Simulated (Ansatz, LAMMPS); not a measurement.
## Atom list for Glassy 68SiO2-14MgO-11ZnO-7BaO (mol %) (75 atoms)

The starting structure: 75 atoms (19 Si, 4 Mg, 3 Zn, 2 Ba, 47 O) placed at random at 2.67 g/cm³, melted at 4000 K for 10 ps at fixed volume with the Morse and Coulomb pair potential with partial charges (Pedone, Malavasi, Menziani, Cormack and Segre, J. Phys. Chem. B 110, 11780 (2006)). Quenched from 4000 K to 300 K at 25 K/ps and fixed volume, held 5 ps, then minimised at fixed cell.

Geometry: the frame at 50 fs of a trajectory (instantaneous temperature 382 K). Computed with Ansatz 0.2.0: Kohn-Sham DFT, PBE, PAW (set soft_2), plane waves; cutoff 420 eV, Γ point, fixed occupations; density 2.67 g/cm³.

Cell vectors (Å):

```
10.485 0.000 0.000
0.000 10.485 0.000
0.000 0.000 10.485
```

Positions (Å):

```
1 Si 5.239 7.060 6.184
2 Si 5.574 2.344 5.164
3 Si 3.555 3.044 3.005
4 Si 6.823 9.434 1.883
5 Si 2.113 0.078 5.739
6 Si 5.690 10.187 7.089
7 Si 0.667 9.569 9.288
8 Si 0.930 9.502 1.792
9 Si 3.132 0.812 8.468
10 Si 5.062 5.979 9.245
11 Si 1.918 6.658 9.089
12 Si 0.665 1.568 3.752
13 Si 9.031 3.074 8.910
14 Si 3.194 6.219 3.822
15 Si 10.211 5.329 0.364
16 Si 4.478 2.973 10.249
17 Si 0.085 6.546 3.129
18 Si 7.357 1.924 0.555
19 Si 7.509 6.959 0.627
20 Mg 8.241 3.298 3.409
21 Mg 3.818 9.468 3.132
22 Mg 8.237 10.183 9.669
23 Mg 7.611 7.303 3.951
24 Zn 6.894 4.287 6.596
25 Zn 3.890 8.038 0.784
26 Zn 1.720 7.262 6.016
27 Ba 8.848 0.854 6.293
28 Ba 1.968 3.661 6.810
29 O 4.516 10.458 8.261
30 O 7.754 3.791 8.253
31 O 1.903 6.002 7.570
32 O 1.547 6.299 4.111
33 O 3.867 3.008 1.309
34 O 9.781 9.816 8.397
35 O 0.224 8.126 2.539
36 O 1.353 8.129 8.970
37 O 7.234 9.072 3.391
38 O 5.922 2.180 10.255
39 O 7.083 3.014 4.920
40 O 7.244 0.428 1.180
41 O 5.250 8.697 6.374
42 O 2.543 9.425 1.621
43 O 7.647 3.148 1.544
44 O 6.981 6.613 2.112
45 O 1.897 0.190 9.260
46 O 5.215 6.268 7.641
47 O 6.339 6.454 10.067
48 O 4.896 3.445 6.197
49 O 8.459 1.767 9.825
50 O 5.862 0.908 5.960
51 O 0.560 0.353 2.676
52 O 9.771 3.977 10.100
53 O 7.149 10.039 7.863
54 O 7.417 8.604 0.575
55 O 3.555 4.660 3.476
56 O 3.605 6.861 9.617
57 O 2.673 1.113 6.928
58 O 9.287 6.324 4.136
59 O 9.805 2.452 4.036
60 O 1.207 5.713 10.208
61 O 3.775 6.668 5.328
62 O 9.078 6.521 0.131
63 O 3.284 0.084 4.645
64 O 1.510 9.091 6.266
65 O 0.114 9.577 0.358
66 O 5.187 9.368 1.656
67 O 0.066 5.347 1.971
68 O 1.952 2.611 3.432
69 O 0.829 0.883 5.174
70 O 4.702 2.219 3.797
71 O 6.541 6.400 5.369
72 O 4.569 4.468 9.586
73 O 3.723 7.406 2.813
74 O 3.382 2.246 9.191
75 O 10.061 2.524 7.737
```

Predict the forces.

Columns: atom, fx, fy, fz (forces in eV/Å).

```
1 1.248 -0.651 -1.186
2 -0.141 1.773 2.403
3 -1.513 1.270 -1.493
4 -1.727 0.129 0.189
5 1.362 -2.816 -0.098
6 1.062 -1.162 1.381
7 -1.841 0.773 -1.179
8 -0.424 -0.916 0.593
9 0.913 -0.217 -0.507
10 -1.000 -0.140 -0.650
11 0.984 -0.768 -0.685
12 -0.765 2.211 -1.938
13 1.110 0.128 -1.290
14 1.689 0.715 -1.458
15 -0.558 0.925 -0.245
16 0.421 -0.810 0.549
17 -1.037 0.634 1.124
18 -1.437 2.385 1.490
19 0.238 -1.228 2.144
20 -0.080 0.341 -1.087
21 0.279 -0.079 0.125
22 -0.050 -1.014 -1.103
23 -0.438 -1.297 -0.685
24 -0.849 -0.118 -0.043
25 0.091 0.648 1.344
26 0.318 0.491 0.522
27 -0.018 -0.330 0.042
28 0.028 -0.765 -0.279
29 0.105 -0.207 -0.177
30 -0.592 0.669 -0.765
31 -0.089 0.825 0.768
32 -0.978 0.142 -0.017
33 -0.461 -0.053 1.334
34 1.616 0.083 1.415
35 0.642 -0.464 0.033
36 0.076 0.134 0.450
37 0.342 1.518 -0.649
38 -1.386 0.437 -0.266
39 -0.082 -0.449 0.038
40 0.916 -0.212 0.212
41 0.087 0.267 0.121
42 -0.973 -0.243 -0.552
43 0.295 -0.814 0.624
44 1.145 -0.259 -0.670
45 -0.575 -0.956 0.246
46 -0.128 -0.163 0.319
47 -0.382 -0.031 -0.818
48 0.439 -0.469 -0.257
49 0.243 -0.749 -0.164
50 -0.132 -0.651 -0.182
51 -0.183 -0.231 -0.500
52 0.176 -0.102 -0.002
53 -1.596 0.412 -0.449
54 1.568 0.287 -1.560
55 0.070 -0.394 -0.242
56 -0.147 0.312 0.666
57 -0.731 0.090 0.127
58 1.962 0.458 -1.063
59 0.974 -0.713 -0.666
60 0.243 0.592 -0.617
61 0.351 0.100 0.943
62 -1.010 -0.131 0.039
63 -0.395 -1.071 -0.361
64 0.691 1.389 -0.405
65 0.163 0.186 0.477
66 -0.123 -0.119 0.106
67 0.173 0.125 0.332
68 1.420 -0.277 -0.449
69 -0.308 -0.154 1.692
70 -0.124 -0.130 -1.005
71 -1.447 0.545 1.400
72 0.287 0.161 0.020
73 -0.640 -1.478 0.528
74 0.851 0.804 0.787
75 -0.215 0.875 1.184
```

The quench rate of 25 K/ps is many orders above laboratory rates, so the cell is likely richer in defects and strain than a real sample. The network of bonds at the start is that of the classical potential that made the cell, and needn't be the one that DFT or experiment would give. Only the Γ point is sampled, in a cell whose shortest periodic width is 10 Å.

The r.m.s. force component is 0.853 eV/Å; the longest force, 3.16 eV/Å, acts on Si18. The energy lies 2.3 meV/atom above that of the first step of this run.

[Logs are printed without paths, hosts, clocks, repeated set-up lines and the standing remarks that a program may print on its own settings, such as how far it seeks lower states.]

[Hosts, paths, dates, database ids (printed as entryN), source tags and the programs' standing remarks are cut or masked in the printed files.]
